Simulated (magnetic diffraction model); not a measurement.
# Magnetic neutron pattern of Cd₄Ga₃FeO₁₀

Space group P2_1/c (no. 14), a = 5.6450 Å, b = 5.3430 Å, c = 16.0015 Å, β = 110.63°.

```csv
site,atom,x,y,z
4e,Cd,0.8775,0.4780,0.8933
4e,Cd,0.4207,0.5177,0.3921
2d,Ga,1/2,0,1/2
4e,Ga,0.1808,0.0506,0.2467
2a,Fe,0,0,0
4e,O,0.7759,0.0306,0.8555
4e,O,0.4257,0.9681,0.3522
4e,O,0.1148,0.4104,0.2491
4e,O,0.7849,0.2784,0.0148
4e,O,0.7594,0.7422,0.5222
```

The compound is invented for this exercise: a known structure type with other elements, its cell scaled to their sizes and not relaxed.

Only Fe is taken to order (form factors of Fe3+); orders and moment sizes are assumed, and not adapted to the symmetry. Radiation: neutrons of λ = 4.2 Å (absorption by Cd left out), 8° to 95°; isotropic B of 0.58 Å² (Cd), 0.69 Å² (Ga), 0.63 Å² (Fe) and 1.06 Å² (O). The intensities are simulated: I ∝ L Σ (|F_N|² + |F_M⊥|²) for unpolarised neutrons, with F_M = 2.695 fm/μB × Σ f(s) S exp(2πi Q·r) exp(−B s²) at Q = H ± k (one set where k and −k are equivalent), only the part normal to Q counting and L = 1/(sin²θ cos θ). For collinear order S is the moment m, which repeats by lattice and centring translations R with the sign exp(−2πi k·R). Form factors are spin-only for 3d ions and dipole or tabulated for f ions, scattering lengths are Sears's of 1992, and absorption is left out. A label names one of the reflections at its angle. The strongest nuclear line in the range is 100, and lines under 0.2 are left out.

Assume the order k = (0 0 0), collinear moments along [001], 2.91 μB on Fe; signs + at (0, 0, 0), − at (0, 1/2, 1/2).

Q: Where does magnetic intensity appear, and how strong is it?

| 2θ (°) | index | nuclear | magnetic |
| --- | --- | --- | --- |
| 16.12 | (0 0 1) | 0.0 | 8.7 |
| 32.58 | (0 0 2) | 38.5 | 0.0 |
| 43.68 | (1 0 -1) | 0.0 | 8.3 |
| 46.29 | (0 1 0) | 0.0 | 8.4 |
| 46.84 | (1 0 0) | 16.0 | 0.0 |
| 46.86 | (1 0 -2) | 2.2 | 0.0 |
| 49.33 | (0 1 1) | 0.3 | 0.0 |
| 49.76 | (0 0 3) | 0.0 | 0.9 |
| 55.52 | (1 0 1) | 0.0 | 5.4 |
| 55.55 | (1 0 -3) | 0.0 | 1.7 |
| 57.74 | (0 1 2) | 0.2 | 7.6 |
| 65.53 | (1 1 -1) | 100.0 | 0.0 |
| 67.97 | (1 1 0) | 2.7 | 7.9 |
| 67.99 | (1 1 -2) | 2.4 | 6.2 |
| 68.24 | (0 0 4) | 56.9 | 0.0 |
| 68.31 | (1 0 2) | 9.9 | 0.0 |
| 68.35 | (1 0 -4) | 20.3 | 0.0 |
| 75.12 | (1 1 -3) | 0.6 | 0.0 |
| 84.58 | (1 0 3) | 0.0 | 1.8 |
| 86.46 | (0 1 4) | 1.0 | 2.1 |
| 86.52 | (1 1 2) | 16.4 | 4.4 |
| 86.56 | (1 1 -4) | 15.4 | 2.1 |
| 89.04 | (0 0 5) | 0.0 | 0.3 |

The strongest magnetic line in the range is (0 0 1) at 16.12° (8.7). On top of the Lorentz factor, which all lines share, magnetic lines fade with angle because f falls: for Fe3+ it is 0.92, 0.72, 0.50 and 0.17 at sin θ/λ = 0.1, 0.2, 0.3 and 0.5 Å⁻¹, while nuclear lengths stay constant. The order has no net moment.

[Logs are printed without paths, hosts, clocks, repeated set-up lines and the standing remarks that a program may print on its own settings, such as how far it seeks lower states.]
